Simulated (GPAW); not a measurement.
# Si/Ni(100): work function by functional and basis

Wanted: work functions and dipole of Si/Ni(100), with the cost of each level.

Main program and level: GPAW 26.7.0; GPAW, PAW setups; slab in vacuum, relaxation, in the first sound run; inputs show where later runs differ.

## Step 1: The structure

The cell holds 5 atoms: 4 Ni and 1 Si. Cell: a = 2.489 Å, b = 2.489 Å, c = 23.748 Å, α = 90.0°, β = 90.0°, γ = 90.0°. Vacuum lies along c.

## Step 2: Relaxing the atoms

The atoms are relaxed first, since the surface dipole, and with it the work function, follows the positions of the outer layers. The lowest 2 atoms are held at bulk positions and keep their forces.

File run.py:

```python
import json
import numpy as np
from ase import Atoms
from ase.constraints import FixAtoms
from ase.optimize import BFGS
from gpaw import GPAW, PW

slab = Atoms(
    ['Ni', 'Ni', 'Ni', 'Ni', 'Si'],
    positions=[
        [1.24451, 1.24451, 8.00000],
        [0.00000, 0.00000, 9.76000],
        [1.24451, 1.24451, 11.52000],
        [0.00000, 0.00000, 13.28000],
        [0.00000, 0.00000, 15.74750]],
    cell=[[2.48902, 0.0, 0.0], [0.0, 2.48902, 0.0], [0.0, 0.0, 23.7475]],
    pbc=[True, True, False],
    magmoms=[0.7, 0.7, 0.7, 0.7, 0.0])

slab.calc = GPAW(mode=PW(400), xc='PBE', kpts={'size': (13, 13, 1), 'gamma': True},
                 occupations={'name': 'fermi-dirac', 'width': 0.1}, nbands='200%',
                 convergence={'density': 1e-05}, maxiter=200,
                 poissonsolver={'dipolelayer': 'xy'},
                 symmetry={'tolerance': 1e-3, 'extra_ids': [1, 1, 0, 0, 0]}, txt='slab.txt')
result = {}
slab.set_constraint(FixAtoms([0, 1]))
path = []
opt = BFGS(slab, maxstep=0.2)
opt.attach(lambda: path.append((slab.get_potential_energy(), slab.positions.tolist(), slab.get_forces().tolist())))
result['relaxed'] = bool(opt.run(fmax=0.03, steps=40))
result['path'] = path
energy = slab.get_potential_energy()
fermi = slab.calc.get_fermi_level()
v = slab.calc.get_electrostatic_potential().mean((0, 1)) - fermi
n = slab.calc.get_pseudo_density().mean((0, 1))
L = slab.cell[2, 2]
z = np.arange(len(v)) * L / len(v)
low, high = slab.positions[:, 2].min(), slab.positions[:, 2].max()
below, above = np.interp([low - 5.8, high + 5.8], z, v)
slopes = [np.interp(x, z, np.gradient(v, z)) for x in (low - 5.8, high + 5.8)]
eps = np.array([[slab.calc.get_eigenvalues(k, s) for k in range(len(slab.calc.get_ibz_k_points()))]
                for s in range(slab.calc.get_number_of_spins())]) - fermi
top, bottom = eps[eps < 0].max(), eps[eps > 0].min()
dipole = slab.get_dipole_moment()[2]
print(f'energy {energy:.4f} eV, Fermi level {fermi:.4f} eV, dipole {dipole:.5f} e A')
print(f'potential 5.8 A off the faces, from the Fermi level: lower {below:.4f} eV, upper {above:.4f} eV')
print(f'slope of the potential there: lower {slopes[0]:.5f}, upper {slopes[1]:.5f} eV/A')
print(f'nearest levels on the mesh: {top:.4f} and {bottom:.4f} eV')
print('magnetic moment', round(slab.get_magnetic_moment(), 3))
result.update(energy=energy, fermi=fermi, dipole=dipole, below=below, above=above, slopes=slopes, edges=[top, bottom],
              z=z.tolist(), v=v.tolist(), n=n.tolist(), positions=slab.positions.tolist(),
              forces=slab.get_forces(apply_constraint=False).tolist(), moments=slab.get_magnetic_moments().tolist())
json.dump(result, open('result.json', 'w'))
```

Run with:

```bash
$ OMP_NUM_THREADS=1 OPENBLAS_NUM_THREADS=1 python run.py
```

Output:

```text
Step          Energy          fmax
BFGS:    0      -32.864222        0.844613
BFGS:    1      -32.883340        0.794183
BFGS:    2      -32.921752        1.045200
BFGS:    3      -32.956461        0.318128
BFGS:    4      -32.961853        0.177970
BFGS:    5      -32.963319        0.167706
BFGS:    6      -32.964468        0.168529
BFGS:    7      -32.965871        0.092965
BFGS:    8      -32.966153        0.077049
BFGS:    9      -32.966425        0.085908
BFGS:   10      -32.966935        0.086121
BFGS:   11      -32.967871        0.100569
BFGS:   12      -32.968793        0.088020
BFGS:   13      -32.969345        0.041016
BFGS:   14      -32.969428        0.006796
energy -32.8524 eV, Fermi level 0.6098 eV, dipole 0.01853 e A
potential 5.8 A off the faces, from the Fermi level: lower 4.9401 eV, upper 4.3992 eV
slope of the potential there: lower -0.00003, upper 0.00008 eV/A
nearest levels on the mesh: -0.0138 and 0.0007 eV
magnetic moment 2.261
```

The job ended after 1.5 h (1 thread of Arm Neoverse V2, shared host; peak memory 0.36 GiB).

Relaxation path:

```
step  energy less that of the first step (eV)  largest force (eV/Å)
   1                                   0.0000                0.8446
   2                                  -0.0192                0.7942
   3                                  -0.0621                1.0452
   4                                  -0.0938                0.3181
   5                                  -0.0996                0.1780
   6                                  -0.1013                0.1677
   7                                  -0.1025                0.1685
   8                                  -0.1037                0.0930
   9                                  -0.1039                0.0770
  10                                  -0.1041                0.0859
  11                                  -0.1046                0.0861
  12                                  -0.1057                0.1006
  13                                  -0.1070                0.0880
  14                                  -0.1078                0.0410
  15                                  -0.1080                0.0068
```

The atoms that moved most (Å):

```
atom     dx     dy      dz  length
 Si5  0.000  0.000  -0.178   0.178
 Ni4  0.000  0.000   0.030   0.030
 Ni3  0.000  0.000   0.019   0.019
```

The relaxed structure:

```cif
data_structure
_symmetry_space_group_name_H-M 'P 1'
_symmetry_Int_Tables_number 1
_cell_length_a 2.4890
_cell_length_b 2.4890
_cell_length_c 23.7475
_cell_angle_alpha 90.000
_cell_angle_beta 90.000
_cell_angle_gamma 90.000
_cell_volume 147.12
loop_
_atom_site_label
_atom_site_type_symbol
_atom_site_fract_x
_atom_site_fract_y
_atom_site_fract_z
_atom_site_occupancy
Ni1 Ni 0.50000 0.50000 0.33688 1
Ni2 Ni 0.00000 0.00000 0.41099 1
Ni3 Ni 0.50000 0.50000 0.48589 1
Ni4 Ni 0.00000 0.00000 0.56048 1
Si5 Si 0.00000 0.00000 0.65561 1
```

This step gave:

```
dipole along the normal                    : 0.01853 e·Å
levels nearest the Fermi level on the mesh : -0.01377, 7.48e-4 eV from the Fermi level
upper work function                        : 4.399 eV
lower work function                        : 4.940 eV
site moments                               : 0.7748, 0.6881, 0.6088, 0.3252, -3.03e-4 μB
sum of the site moments                    : 2.397 μB
```

The electrostatic potential energy of an electron (without an applied field's), less the Fermi level, planar mean oscillates, so the rows of the table below give means over windows of 1.8 Å about each position, cut where the curve ends. Its maxima inside the range that stand out by 2 % of the span (Å: eV): 8.9: -2.13, 10.6: -2.09, 12.4: -2.07, 14.4: 0.910. Its minima: 8.0: -15.6, 9.8: -15.9, 11.6: -15.9, 13.4: -15.6, 15.6: -21.2.

Table of electrostatic potential energy of an electron (without an applied field's), less the Fermi level, planar mean by z; means over each step:

z (Å), electrostatic potential energy of an electron (without an applied field's), less the Fermi level, planar mean (eV) and a bar from the least value:
```
     0.90        4.9 ##############################
     2.70        4.9 ##############################
     4.50        4.9 ##############################
     6.30        3.8 ############################
     8.10       -8.0 #####
     9.90       -8.4 ####
    11.70       -8.3 ####
    13.50       -7.5 ######
    15.30      -10.7 
    17.10        2.2 #########################
    18.90        4.4 #############################
    20.70        4.4 #############################
    22.50        4.4 #############################
```

The pseudo valence density, planar mean oscillates, so the rows of the table below give means over windows of 1.7 Å about each position, cut where the curve ends. Its maxima inside the range that stand out by 2 % of the span (Å: e/Å³): 8.1: 3.27, 9.8: 3.35, 11.4: 3.18, 13.4: 3.29, 15.9: 0.318. Its minima: 8.9: 0.371, 10.6: 0.364, 12.5: 0.374, 14.4: 0.225.

The pseudo valence density, planar mean by z; means over each step:

```
z (Å)  pseudo valence density, planar mean (e/Å³)
 4.25                                      2.0e-4
 5.95                                      0.0159
 7.65                                        1.38
 9.35                                        1.48
11.05                                        1.45
12.75                                        1.44
14.45                                       0.449
16.15                                       0.224
17.85                                      0.0116
19.55                                      9.3e-5
```

Site moment by atom:

```
atom  site moment (μB)
 Ni1             0.775
 Ni2             0.688
 Ni3             0.609
 Ni4             0.325
 Si5             0.000
```

The relaxation lowered the energy of the cell by 0.108 eV (energies extrapolated to zero smearing; the optimiser's log prints free energies). The largest force left on a free atom is 0.0068 eV/Å.

## Step 3: Plane waves, PBE

The work function is the vacuum plateau of the electrostatic potential less the Fermi level; a dipole layer lets the two faces have plateaus of their own.

This step: GPAW, PAW setups; slab in vacuum (GPAW 26.7.0).

Edit run.py of step 2 so:

```diff
@@ -3,4 +3,2 @@
 from ase import Atoms
-from ase.constraints import FixAtoms
-from ase.optimize import BFGS
 from gpaw import GPAW, PW
@@ -12,5 +10,5 @@
         [0.00000, 0.00000, 9.76000],
-        [1.24451, 1.24451, 11.52000],
-        [0.00000, 0.00000, 13.28000],
-        [0.00000, 0.00000, 15.74750]],
+        [1.24451, 1.24451, 11.53873],
+        [-0.00000, -0.00000, 13.31001],
+        [-0.00000, 0.00000, 15.56912]],
     cell=[[2.48902, 0.0, 0.0], [0.0, 2.48902, 0.0], [0.0, 0.0, 23.7475]],
@@ -23,10 +21,4 @@
                  poissonsolver={'dipolelayer': 'xy'},
-                 symmetry={'tolerance': 1e-3, 'extra_ids': [1, 1, 0, 0, 0]}, txt='slab.txt')
+                 symmetry={'tolerance': 1e-3}, txt='slab.txt')
 result = {}
-slab.set_constraint(FixAtoms([0, 1]))
-path = []
-opt = BFGS(slab, maxstep=0.2)
-opt.attach(lambda: path.append((slab.get_potential_energy(), slab.positions.tolist(), slab.get_forces().tolist())))
-result['relaxed'] = bool(opt.run(fmax=0.03, steps=40))
-result['path'] = path
 energy = slab.get_potential_energy()
```

Output:

```text
energy -32.8524 eV, Fermi level 0.6098 eV, dipole 0.01851 e A
potential 5.8 A off the faces, from the Fermi level: lower 4.9401 eV, upper 4.3991 eV
slope of the potential there: lower -0.00003, upper 0.00008 eV/A
nearest levels on the mesh: -0.0138 and 0.0007 eV
magnetic moment 2.261
```

Wall time 8.6 min (1 thread); peak memory 0.36 GiB.

This step gave:

| Quantity | Value |
| --- | --- |
| dipole along the normal | 0.01851 e·Å |
| levels nearest the Fermi level on the mesh | -0.01377, 7.47e-4 eV from the Fermi level |
| site moments | 0.7748, 0.6880, 0.6088, 0.3251, -3.06e-4 μB |
| sum of the site moments | 2.396 μB |

The electrostatic potential energy of an electron (without an applied field's), less the Fermi level, planar mean oscillates, so the rows of the table below give means over windows of 1.8 Å about each position, cut where the curve ends. Its maxima inside the range that stand out by 2 % of the span (Å: eV): 8.9: -2.13, 10.6: -2.09, 12.4: -2.07, 14.4: 0.910. Its minima: 8.0: -15.6, 9.8: -15.9, 11.6: -15.9, 13.4: -15.6, 15.6: -21.2.

The electrostatic potential energy of an electron (without an applied field's), less the Fermi level, planar mean by z; means over each step:

z (Å), electrostatic potential energy of an electron (without an applied field's), less the Fermi level, planar mean (eV) and a bar from the least value:
```
     0.90        4.9 ##############################
     2.70        4.9 ##############################
     4.50        4.9 ##############################
     6.30        3.8 ############################
     8.10       -8.0 #####
     9.90       -8.4 ####
    11.70       -8.3 ####
    13.50       -7.5 ######
    15.30      -10.7 
    17.10        2.2 #########################
    18.90        4.4 #############################
    20.70        4.4 #############################
    22.50        4.4 #############################
```

The pseudo valence density, planar mean by z:

z (Å), pseudo valence density, planar mean (e/Å³) and a bar from the least value:
```
     0.00       0.00 
     0.64       0.00 
     1.27       0.00 
     1.91       0.00 
     2.54       0.00 
     3.18       0.00 
     3.82       0.00 
     4.45       0.00 
     5.09       0.00 
     5.72       0.00 
     6.36       0.02 
     7.00       0.12 #
     7.63       1.43 #############
     8.27       2.11 ###################
     8.91       0.37 ###
     9.54       2.45 ######################
    10.18       1.19 ###########
    10.81       0.41 ####
    11.45       3.18 #############################
    12.09       0.69 ######
    12.72       0.60 #####
    13.36       3.29 ##############################
    13.99       0.39 ####
    14.63       0.24 ##
    15.27       0.30 ###
    15.90       0.32 ###
    16.54       0.16 #
    17.17       0.03 
    17.81       0.01 
    18.45       0.00 
    19.08       0.00 
    19.72       0.00 
    20.36       0.00 
    20.99       0.00 
    21.63       0.00 
    22.26       0.00 
    22.90       0.00 
    23.54       0.00
```

Force by atom:

```
atom  x (eV/Å)  y (eV/Å)  z (eV/Å)   size
 Ni1     0.000     0.000     0.268  0.268
 Ni2     0.000     0.000    -0.273  0.273
 Ni3     0.000     0.000     0.001  0.001
 Ni4     0.000     0.000     0.007  0.007
 Si5     0.000     0.000    -0.003  0.003
```

The potential is flat to 7.6e-5 eV/Å where it is read, so the vacuum is wide enough.

## Step 4: Self-consistent run: xc = "RPBE"

The same geometry under RPBE, to see how far the functional moves the levels against the vacuum.

Edit run.py of step 3 so:

```diff
@@ -17,3 +17,3 @@
 
-slab.calc = GPAW(mode=PW(400), xc='PBE', kpts={'size': (13, 13, 1), 'gamma': True},
+slab.calc = GPAW(mode=PW(400), xc='RPBE', kpts={'size': (13, 13, 1), 'gamma': True},
                  occupations={'name': 'fermi-dirac', 'width': 0.1}, nbands='200%',
```

Output:

```text
energy -30.6859 eV, Fermi level 0.7370 eV, dipole 0.01545 e A
potential 5.8 A off the faces, from the Fermi level: lower 4.7734 eV, upper 4.3217 eV
slope of the potential there: lower -0.00004, upper 0.00007 eV/A
nearest levels on the mesh: -0.0001 and 0.0030 eV
magnetic moment 2.291
```

It took 8.5 min on 1 thread; peak memory 0.35 GiB.

This step gave:

| Item | Value |
| --- | --- |
| dipole along the normal | 0.01545 e·Å |
| levels nearest the Fermi level on the mesh | -1.20e-4, 0.002993 eV from the Fermi level |
| upper work function | 4.322 eV |
| lower work function | 4.773 eV |
| site moments | 0.7830, 0.6966, 0.6202, 0.3406, -2.14e-4 μB |
| sum of the site moments | 2.440 μB |

The electrostatic potential energy of an electron (without an applied field's), less the Fermi level, planar mean oscillates, so the rows of the table below give means over windows of 1.8 Å about each position, cut where the curve ends. Its maxima inside the range that stand out by 2 % of the span (Å: eV): 8.9: -2.30, 10.6: -2.25, 12.4: -2.24, 14.4: 0.804. Its minima: 8.0: -15.7, 9.8: -16.0, 11.6: -16.0, 13.4: -15.7, 15.6: -21.3.

Electrostatic potential energy of an electron (without an applied field's), less the Fermi level, planar mean against z; means over each step:

```
z (Å)  electrostatic potential energy of an electron (without an applied field's), less the Fermi level, planar mean (eV)
 0.90                                                                                                                4.75
 2.70                                                                                                                4.77
 4.50                                                                                                                4.76
 6.30                                                                                                                3.64
 8.10                                                                                                               -8.17
 9.90                                                                                                               -8.51
11.70                                                                                                               -8.49
13.50                                                                                                               -7.67
15.30                                                                                                               -10.8
17.10                                                                                                                2.15
18.90                                                                                                                4.31
20.70                                                                                                                4.32
22.50                                                                                                                4.32
```

Pseudo valence density, planar mean against z:

```
z (Å)  pseudo valence density, planar mean (e/Å³)
 0.00                                           0
 0.64                                           0
 1.27                                           0
 1.91                                           0
 2.54                                           0
 3.18                                      7.2e-6
 3.82                                      3.6e-5
 4.45                                      1.8e-4
 5.09                                      8.8e-4
 5.72                                     0.00425
 6.36                                      0.0217
 7.00                                       0.117
 7.63                                        1.43
 8.27                                        2.11
 8.91                                       0.370
 9.54                                        2.46
10.18                                        1.18
10.81                                       0.413
11.45                                        3.18
12.09                                       0.690
12.72                                       0.596
13.36                                        3.29
13.99                                       0.385
14.63                                       0.236
15.27                                       0.295
15.90                                       0.318
16.54                                       0.157
17.17                                      0.0324
17.81                                     0.00530
18.45                                      9.0e-4
19.08                                      1.5e-4
19.72                                      2.6e-5
20.36                                      4.7e-6
20.99                                           0
21.63                                           0
22.26                                           0
22.90                                           0
23.54                                           0
```

Force by atom:

```
atom  x (eV/Å)  y (eV/Å)  z (eV/Å)   size
 Ni1     0.000     0.000     0.026  0.026
 Ni2     0.000     0.000    -0.265  0.265
 Ni3     0.000     0.000     0.000  0.000
 Ni4     0.000     0.000     0.082  0.082
 Si5     0.000     0.000     0.157  0.157
```

The upper face's work function is 4.322 eV, against 4.399 eV in the first plane-wave PBE run at this geometry.

## Step 5: Self-consistent run: xc = "revPBE"

The same geometry under revPBE, to see how far the functional moves the levels against the vacuum.

Edit run.py of step 4 so:

```diff
@@ -17,3 +17,3 @@
 
-slab.calc = GPAW(mode=PW(400), xc='RPBE', kpts={'size': (13, 13, 1), 'gamma': True},
+slab.calc = GPAW(mode=PW(400), xc='revPBE', kpts={'size': (13, 13, 1), 'gamma': True},
                  occupations={'name': 'fermi-dirac', 'width': 0.1}, nbands='200%',
```

Output:

```text
energy -31.0790 eV, Fermi level 0.7141 eV, dipole 0.01621 e A
potential 5.8 A off the faces, from the Fermi level: lower 4.7961 eV, upper 4.3222 eV
slope of the potential there: lower -0.00004, upper 0.00007 eV/A
nearest levels on the mesh: -0.0123 and 0.0015 eV
magnetic moment 2.283
```

Elapsed: 7.3 min, on 1 thread; peak memory 0.36 GiB.

Numbers from this step:

```yaml
dipole_along_the_normal: 0.01621 e·Å
levels_nearest_the_fermi_level_on_the_mesh: -0.01226, 0.001504 eV from the Fermi level
lower_work_function: 4.796 eV
site_moments: 0.7808, 0.6943, 0.6171, 0.3362, -2.44e-4 μB
sum_of_the_site_moments: 2.428 μB
```

The upper face's work function is 4.322 eV, against 4.399 eV in the first plane-wave PBE run at this geometry.

(Part 1 of 2 ends here.)

[Logs are printed without paths, hosts, clocks, repeated set-up lines and the standing remarks that a program may print on its own settings, such as how far it seeks lower states.]

[Hosts, paths, dates, database ids (printed as entryN), source tags and the programs' standing remarks are cut or masked in the printed files.]
